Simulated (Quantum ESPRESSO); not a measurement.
**Co2Ge: which magnetic order is lowest**

A self-consistent run ends on one state, which hangs on the start. Several orders of Co2Ge are started in Quantum ESPRESSO and their energies compared.

Program: Quantum ESPRESSO 7.5. Level of theory: PBEsol; plane waves with GBRV 1.5 PBEsol potentials, no spin-orbit coupling. Results are calculated unless marked as measured.

Report form: the programs' logs are mostly left out.

**1. Starting point**

Symmetry: Pnma, No. 62, orthorhombic system. The conventional cell has a = 5.020 Å, b = 3.820 Å, c = 7.260 Å, α = 90.00°, β = 90.00°, γ = 90.00°. Nearest to Co lie 5 Ge at 2.35 to 2.68 Å and 5 Co at 2.55 to 2.68 Å. Nearest to Co lie 5 Ge at 2.42 to 2.62 Å and 7 Co at 2.54 to 2.68 Å. Ge has 9 Co at 2.35 to 2.62 Å nearest. Farther neighbours are not listed.

The cell comes from Materials Project 2023-11-01, a database of computed structures, and need not be the stable phase.

**2. Start 1: ferro ++++++++**

The signs are those of the starting moments on the seeded atoms, the atoms that are given a moment.

Input file pw.in:

```
&CONTROL
  calculation = 'scf'
  prefix = 'pwscf'
  outdir = './tmp'
  pseudo_dir = './pseudo'
  disk_io = 'nowf'
/
&SYSTEM
  ibrav = 0
  celldm(1) = 8
  nat = 12
  ntyp = 2
  ecutwfc = 40
  ecutrho = 280
  nbnd = 124
  occupations = 'smearing'
  smearing = 'fd'
  degauss = 0.00734986
  nspin = 2
  starting_magnetization(1) = 0.1176
  starting_magnetization(2) = 0
/
&ELECTRONS
  conv_thr = 2.4d-08
  electron_maxstep = 150
  mixing_beta = 0.3
/
ATOMIC_SPECIES
Co     58.9332 co_pbesol_v1.2.uspp.F.UPF
Ge     72.6300 ge_pbesol_v1.4.uspp.F.UPF
CELL_PARAMETERS alat
   1.1858031432027    0.0000000000000    0.0000000000000
   0.0000000000000    0.9023442245088    0.0000000000000
   0.0000000000000    0.0000000000000    1.7149264580979
ATOMIC_POSITIONS crystal
Co      0.3257579700    0.2500000000    0.9375048800
Co      0.8257579700    0.2500000000    0.5624951200
Co      0.6742420300    0.7500000000    0.0624951200
Co      0.1742420300    0.7500000000    0.4375048800
Co      0.9624690100    0.2500000000    0.2235608800
Co      0.4624690100    0.2500000000    0.2764391200
Co      0.0375309900    0.7500000000    0.7764391200
Co      0.5375309900    0.7500000000    0.7235608800
Ge      0.2963479300    0.2500000000    0.6050455400
Ge      0.7963479300    0.2500000000    0.8949544600
Ge      0.7036520700    0.7500000000    0.3949544600
Ge      0.2036520700    0.7500000000    0.1050455400
K_POINTS automatic
6 8 4 0 0 0
```

The run is started by

```
$ OMP_NUM_THREADS=1 mpirun -n 4 pw.x -nk 4 -in pw.in > pw.out
```

The job ended after 7.4 min (4 MPI ranks of AMD EPYC 9R14 (Zen 4), shared host; peak memory 1.6 GiB).

Spin moment in the atom's sphere by atom:

| atom | spin moment in the atom's sphere (μB) |
| --- | --- |
| Co1 | 0.519 |
| Co2 | 0.519 |
| Co3 | 0.519 |
| Co4 | 0.519 |
| Co5 | 0.815 |
| Co6 | 0.815 |
| Co7 | 0.815 |
| Co8 | 0.815 |
| Ge9 | -0.032 |
| Ge10 | -0.032 |
| Ge11 | -0.032 |
| Ge12 | -0.032 |

Numbers from this step:

| Quantity | Value |
| --- | --- |
| smearing term TS | 0.4113 eV |
| magnetization | 4.912 μB |
| absolute magnetization | 5.836 μB |
| final state | ferromagnetic |

**3. Run 2 (antiferro +−−++−−+)**

Input file pw.in:

```
&CONTROL
  calculation = 'scf'
  prefix = 'pwscf'
  outdir = './tmp'
  pseudo_dir = './pseudo'
  disk_io = 'nowf'
/
&SYSTEM
  ibrav = 0
  celldm(1) = 8
  nat = 12
  ntyp = 3
  ecutwfc = 40
  ecutrho = 280
  nbnd = 116
  occupations = 'smearing'
  smearing = 'fd'
  degauss = 0.00734986
  nspin = 2
  starting_magnetization(1) = 0.1176
  starting_magnetization(2) = -0.1176
  starting_magnetization(3) = 0
/
&ELECTRONS
  conv_thr = 2.4d-08
  electron_maxstep = 150
  mixing_beta = 0.3
/
ATOMIC_SPECIES
Co1    58.9332 co_pbesol_v1.2.uspp.F.UPF
Co2    58.9332 co_pbesol_v1.2.uspp.F.UPF
Ge     72.6300 ge_pbesol_v1.4.uspp.F.UPF
CELL_PARAMETERS alat
   1.1858031432027    0.0000000000000    0.0000000000000
   0.0000000000000    0.9023442245088    0.0000000000000
   0.0000000000000    0.0000000000000    1.7149264580979
ATOMIC_POSITIONS crystal
Co1     0.3257579700    0.2500000000    0.9375048800
Co2     0.8257579700    0.2500000000    0.5624951200
Co2     0.6742420300    0.7500000000    0.0624951200
Co1     0.1742420300    0.7500000000    0.4375048800
Co1     0.9624690100    0.2500000000    0.2235608800
Co2     0.4624690100    0.2500000000    0.2764391200
Co2     0.0375309900    0.7500000000    0.7764391200
Co1     0.5375309900    0.7500000000    0.7235608800
Ge      0.2963479300    0.2500000000    0.6050455400
Ge      0.7963479300    0.2500000000    0.8949544600
Ge      0.7036520700    0.7500000000    0.3949544600
Ge      0.2036520700    0.7500000000    0.1050455400
K_POINTS automatic
6 8 4 0 0 0
```

Run time: 12 min. Hardware: 4 MPI ranks; peak memory 1.6 GiB.

Spin moment in the atom's sphere by atom:

| atom | spin moment in the atom's sphere (μB) |
| --- | --- |
| Co1 | -0.0017 |
| Co2 | 0.0016 |
| Co3 | 0.0016 |
| Co4 | -0.0017 |
| Co5 | 0.0012 |
| Co6 | -0.0010 |
| Co7 | -0.0010 |
| Co8 | 0.0012 |
| Ge9 | 0.0000 |
| Ge10 | 0.0000 |
| Ge11 | 0.0000 |
| Ge12 | 0.0000 |

Numbers from this step:

| Quantity | Value |
| --- | --- |
| smearing term TS | 0.4865 eV |
| magnetization | 0 μB |
| absolute magnetization | 0.012 μB |
| final state | non-magnetic |

**4. Run 3, typed as antiferro +−−−+−++**

Edit pw.in of step 3 so:

```diff
@@ -40,6 +40,6 @@
 Co2     0.6742420300    0.7500000000    0.0624951200
-Co1     0.1742420300    0.7500000000    0.4375048800
+Co2     0.1742420300    0.7500000000    0.4375048800
 Co1     0.9624690100    0.2500000000    0.2235608800
 Co2     0.4624690100    0.2500000000    0.2764391200
-Co2     0.0375309900    0.7500000000    0.7764391200
+Co1     0.0375309900    0.7500000000    0.7764391200
 Co1     0.5375309900    0.7500000000    0.7235608800
```

Wall time 52 min (4 MPI ranks); peak memory 1.7 GiB.

Residual by cycle:

cycle, log10 residual and a bar from the least value:
```
        1        2.8 ##############################
       15       -0.1 ################
       28       -2.4 ######
       42       -2.6 #####
       55       -2.6 #####
       69       -2.4 ######
       82       -2.7 #####
       96       -3.1 ###
      109       -3.1 ###
      123       -3.3 ##
      136       -3.2 ##
      150       -3.7
```

After 150 cycles the residual stands at 2.1e-4, against 0.0065 at cycle 76 and a least value of 1.9e-4. The cap of 150 cycles in the input ended the loop.

**5. Ranking**

An order is kept where moments of 0.15 μB or more survive with the typed signs; meshes match where a doubled cell samples the same k points as the first cell.

Orders:

| start | final state | typed order kept | energy over the lowest (meV a seeded atom) | largest site moment (μB) | net moment (μB a cell of the first run) | mesh matched | CPU time (s) |
| --- | --- | --- | --- | --- | --- | --- | --- |
| ferro ++++++++ | ferromagnetic | yes | 0 | 0.8148 | 4.912 | yes | 1776 |
| antiferro +--++--+ | non-magnetic | no | 10.74 | 0.001679 | 0 | yes | 2920 |

**6. Outcome**

```json
{
 "lowest state found": "ferromagnetic (from ferro ++++++++)",
 "largest site moment": "0.815 μB",
 "state without moments": "10.7 meV a seeded atom higher"
}
```

In words: At this level spin polarisation gains little. 1 start lost its moments. This is the lowest of 2 collinear or spinless starts, no proof of the ground state. 1 further start did not converge. Energies are free energies at an electronic temperature of 1160 K, which lowers moments and differences where the moments are itinerant.

[Logs and program files are shortened in this print: banners, set-up blocks, solver, clock and traceback lines can be left out without a mark of their own.]

[Logs are printed without paths, hosts, clocks, repeated set-up lines and the standing remarks that a program may print on its own settings, such as how far it seeks lower states.]

[Hosts, paths, dates, database ids (printed as entryN), source tags and the programs' standing remarks are cut or masked in the printed files.]

[Where a cell is said to come from a database of computed structures, the database is the Materials Project.]
